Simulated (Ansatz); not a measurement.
# HfC (Fm-3m): modes against uniaxial strain along [001], part 2 of 2

Aim: how do the optical modes of HfC (Fm-3m) shift and split under this strain?

Ansatz 0.2.0; DFT LDA, scalar-relativistic, plane waves, PAW; PAW set soft_1.

So far, highest optical mode at the zone centre (no LO-TO term) (cm⁻¹): step 5 (modes at rest) 462; step 7 (strain 4 %) 478.

The database entry behind the starting cell differs from later determinations by our own check (about 0.2 % long), so it need not match the best structure at ambient conditions.

### 8. A member of the series: uniaxial strain of -4 % along [001] (continued)

Relaxation path:

| step | energy less that of the first step (eV) | largest force component (eV/Å) | pressure (GPa) | volume (Å³) |
| --- | --- | --- | --- | --- |
| 1 | 0.0000 | 0.0000 | 9.60 | 23.18 |
| 2 | -0.0001 | 0.0000 | 8.27 | 23.30 |
| 3 | -0.0002 | 0.0000 | 8.65 | 23.26 |
| 4* | -0.0003 | 0.0000 | 8.66 | 23.26 |

Relaxation steps marked * repeat the geometry before them on a plane-wave basis chosen anew for their cell, so energy and pressure can jump there.

Forces are held to the 16 operations that the run works with; a distortion that breaks them can't arise in this run.

| conventional cell, symmetrised | before | after | change |
| --- | --- | --- | --- |
| a (Å) | 3.250 | 3.255 | +0.2 % |
| b (Å) | 3.250 | 3.255 | +0.2 % |
| c (Å) | 4.390 | 4.390 | -0.0 % |
| volume (Å³/atom) | 11.59 | 11.63 | +0.4 % |

The relaxed structure:

```xyz
2
Lattice="0.0000 2.3020 2.1949 2.3020 0.0000 2.1949 2.3020 2.3020 0.0000" Properties=species:S:1:pos:R:3 pbc="T T T"
C     0.0000    0.0000    0.0000
Hf    2.3020    2.3020    2.1949
```

This step gave:

```
pressure        : 8.656 GPa
volume per atom : 11.63 Å³
```

The forces vanish by symmetry.

### 9. Zone-centre modes of the member: uniaxial strain of -4 % along [001]

The zone-centre modes follow for uniaxial strain of -4 % along [001].

Contents of input.yaml:

```yaml
crystal:
  lattice:
    - [0.0, 2.3019836568, 2.1949176939]
    - [2.3019836568, 0.0, 2.1949176939]
    - [2.3019836568, 2.3019836568, 0.0]
  atoms:
    - { symbol: C, position: [0.0, 0.0, 0.0] }
    - { symbol: Hf, position: [0.5, 0.5, 0.5] }
kpoints:
  mp_grid: { grid: [16, 16, 16] }
hamiltonian:
  xc: lda
  pseudopotentials: { kind: paw, azcp: { folder: soft_1 }, xc_functional: pbe }
scf:
  occupations: { method: methfessel_paxton, width: 0.2 }
output:
  eigenvalues: true
phonons:
  method: dfpt
```

Run with:

```sh
ansatz run input.yaml --threads 4 --pin off --max-ram 10240MiB --backend cpu --events-out ev --progress --plain --runs-dir out
```

Numbers of over 12 decimals in the logs are rounded to 6 here.

Output:

```text
[...]
Crystal: 2 atoms, lattice volume = 23.262 Å³
Basis set: ecut = 420 eV, 459 PW (Γ), exchange–correlation on 48×48×48 points (8 copies of the dense FFT grid, shifted against one another)
Bands: 19, of which v1, the nominal top of the filled ones, is band 15 counted from 1 (14 counted from 0)
Symmetry: 16 space group operations
k-points: 621 of 4096 (irreducible under 8 space group operations)
[...]
k-point 2: bands = [... 11 lower, 9.1652, 18.9857, 19.3451, 19.6426, 21.6732, 21.8651, 22.2837, 24.7337]
  k-point 620: bands = [... 11 lower, 9.2411, 17.6401, 17.8096, 19.7043, 19.7043, 25.5452, 27.0382, 27.0382]
[...]
ASR residual: 1.551e-5 → 0.000e0 eV/Å²; symmetrization residual: 1.068e-6 eV/Å²
  ASR residual per site (eV/Å²): 1.55e-5 9.06e-6
  Γ frequencies (cm⁻¹): 0.00 0.00 0.00 429.35 429.35 601.13
[...]
[key lines of the parts left out:]
SCF converged after 11 iterations
Free energy (F): -15722.438928 eV
Fermi energy:    19.888235 eV
```

Run time: 35 s. Hardware: 4 threads of Arm Neoverse V1, shared host; peak memory 1.1 GiB; 2.2 min of CPU time.

This step gave:

```
sum-rule residual before enforcement                    : 1.55e-5 eV/Å²
highest optical mode at the zone centre (no LO-TO term) : 601.1 cm⁻¹
lowest optical zone-centre mode                         : 429.4 cm⁻¹
```

Patterns of degenerate modes are one choice out of their space. The modes at Γ (shares of kinetic energy by element, %):

| mode | frequency (cm⁻¹) | symmetry | C % | Hf % |
| --- | --- | --- | --- | --- |
| 1 | 0.0 | acoustic | 6 | 94 |
| 2 | 0.0 | acoustic | 6 | 94 |
| 3 | 0.0 | acoustic | 6 | 94 |
| 4 | 429.4 | Eu | 94 | 6 |
| 5 | 429.4 | Eu | 94 | 6 |
| 6 | 601.1 | A2u | 94 | 6 |

The lowest optical mode is real, 429 cm⁻¹, and the highest lies at 601.1 cm⁻¹.

Between step 5 and this run (strain -4 %) the value for the highest optical mode at the zone centre (no LO-TO term) moves from 462 cm⁻¹ to 601 cm⁻¹ (+30 %).

### 10. The series together

The members are set side by side, also those not shown above.

Stress is positive in compression; energies are extrapolated to zero smearing, and E0 is that at rest; the edges not held and the atoms are relaxed in each cell; all runs use 16×16×16 k points and Methfessel-Paxton smearing of 0.2 eV. State of the crystal along the series:

| strain (%) | stress along the axis (GPa) | free strain along [100] (%) | free strain along [010] (%) | E - E0 (meV/atom) |
| --- | --- | --- | --- | --- |
| -4 | 25.96 | 0.6828 | 0.6828 | 36.38 |
| -3 | 18.5 | 0.5065 | 0.5065 | 19.66 |
| -2 | 11.69 | 0.3353 | 0.3353 | 8.388 |
| -1 | 5.549 | 0.1666 | 0.1666 | 2.019 |
| 0 | 0.007896 | 0 | 0 | 0 |
| 1 | -5.02 | -0.1576 | -0.1576 | 1.878 |
| 2 | -9.58 | -0.3105 | -0.3105 | 7.275 |
| 3 | -13.7 | -0.4558 | -0.4558 | 15.87 |
| 4 | -17.39 | -0.5945 | -0.5945 | 27.34 |

Optical modes are counted from below at rest and tracked from member to member by their patterns, and modes that stay within 0.3 cm⁻¹ of each other stand once; labels, where given, are those at rest; the edges not held and the atoms are relaxed in each cell; all runs use 16×16×16 k points and Methfessel-Paxton smearing of 0.2 eV. Optical modes along the series:

| strain (%) | optical mode 1 T1u, singlet (cm⁻¹) | optical mode 2 T1u, doublet (cm⁻¹) |
| --- | --- | --- |
| -4 | 601.1 | 429.4 |
| -3 | 563.6 | 440.5 |
| -2 | 527.5 | 449.4 |
| -1 | 493.6 | 456.5 |
| 0 | 462.3 | 462.3 |
| 1 | 432.8 | 467.1 |
| 2 | 404.6 | 471.4 |
| 3 | 377.4 | 475 |
| 4 | 351.1 | 478.2 |

Value and slope at zero strain of a cubic (a lower polynomial where under five rows exist) through the rows within 2 % of rest. Slopes at rest:

| mode | frequency (cm⁻¹) | shift per percent of strain (cm⁻¹) | shift per GPa of compressive stress (cm⁻¹) |
| --- | --- | --- | --- |
| optical mode 1 T1u, singlet | 462.3 | -30.3 | 5.75 |
| optical mode 2 T1u, doublet | 462.3 | 5.28 | -1 |

### 11. Summary of results

| Item | Value |
| --- | --- |
| members | 9 |
| highest optical mode at the zone centre (no LO-TO term), at rest | 462.3 cm⁻¹ |
| Young’s modulus along [001] | 527 GPa |
| optical mode 1 T1u, singlet, shift per percent | -30.30 cm⁻¹ |
| optical mode 2 T1u, doublet, shift per percent | 5.28 cm⁻¹ |

**Reading.** The stress changes by 5.27 GPa for each percent, a Young’s modulus of 527 GPa along [001]. For each percent the free edge responds with -0.16 %. The strain lowers the symmetry: the level at 462.3 cm⁻¹ splits, into 601.1 and 429.4 cm⁻¹ at -4 %. Within 2 % of rest optical mode 2 T1u, doublet bends away from a straight line, so a single slope holds only near rest. The fastest shift in the table of slopes is -30.3 cm⁻¹ for each percent (optical mode 1 T1u, singlet), or 5.8 cm⁻¹ for each GPa of compressive stress. For small strain, the measured shift of a line that Raman or infrared light can see, divided by its slope, estimates the stress, if the state of stress is of this kind. These are harmonic frequencies at zero temperature: anharmonic shifts, linewidths and thermal expansion are left out. Spin-orbit coupling is left out, which can matter for the heavy elements here. With no gap, or one that is small against the smearing, the frequencies hang on the k mesh and the smearing, most of all near Kohn anomalies. The PAW files were made for PBE; the program adapts parts of them to the functional of the run, but their partial waves stay those of PBE, an approximation that was not tested in this session. Only the zone centre was solved, so an instability at another wavevector cannot show here.

[Logs are printed without paths, hosts, clocks, repeated set-up lines and the standing remarks that a program may print on its own settings, such as how far it seeks lower states.]

[Hosts, paths, dates, database ids (printed as entryN), source tags and the programs' standing remarks are cut or masked in the printed files.]
